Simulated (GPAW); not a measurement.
Records of electronic-structure calculations.

### Cs3Bi (Fm-3m): one start, several treatments of the self-energy

The structure is cubic, space group Fm-3m (No. 225). Conventional cell: a = 9.393 Å, b = 9.393 Å, c = 9.393 Å, α = 90.00°, β = 90.00°, γ = 90.00°. Nearest to Cs lie 4 Bi at 4.07 Å and 4 Cs at 4.07 Å. Nearest to Cs lie 8 Cs at 4.07 Å. Bi has 8 Cs at 4.07 Å nearest. Farther neighbours are not listed.

```
method                                  : DFT, LDA, plane waves, PAW (and 3 further levels or steps)
program                                 : GPAW 26.7.0
settings of one run                     : cutoff 450 eV, GPAW PAW setups 1.2.1 data release, 2×2×2 k-mesh, nbands 480
notes                                   : The cell and positions are those that the Materials Project relaxed with its own functionals (PBE, PBE+U or r2SCAN), kept fixed. Limits: no spin-orbit coupling. Bands and cutoff are finite, so the gap is not at the basis limit. The miss can reach some tenths of an eV and take either sign; the mesh is an error of its own. The program warns of a poor linear fit in the extrapolation of some level, so the extrapolated values are rough. The 2×2×2 mesh is coarse for this cell, which bears on the long-range parts of exchange and screening. With atoms this heavy and so narrow a gap, spin-orbit coupling can invert the bands. These scalar-relativistic gaps are then model values, not to be set against experiment, and a spin-orbit change taken from DFT can’t simply be added.
G0W0, Godby-Needs plasmon pole          : 0.801 eV
one-shot HSE06                          : 0.889 eV
G0W0, extrapolated in the cutoff        : 0.962 eV
one-shot Hartree-Fock                   : 5.425 eV
G0W0, full frequency, Hilbert transform : 0.809 eV
known limits                            : not at the basis limit; model gap, bands may invert with spin-orbit coupling; no spin-orbit coupling; coarse k mesh
```

One-shot HSE06: +0.088 eV against G0W0, Godby-Needs plasmon pole. G0W0, extrapolated in the cutoff: +0.161 eV against G0W0, Godby-Needs plasmon pole, at other bands or cutoff, so not like for like.

[Paths, hosts, dates, memory and timing lines, banners, echoed tables and standing remarks are left out of the program output.]

[Logs are printed without paths, hosts, clocks, repeated set-up lines and the standing remarks that a program may print on its own settings, such as how far it seeks lower states.]

[Runs of the session that timed out or met a known fault of the program may be left out.]

[Hosts, paths, dates, database ids (printed as entryN), source tags and the programs' standing remarks are cut or masked in the printed files.]
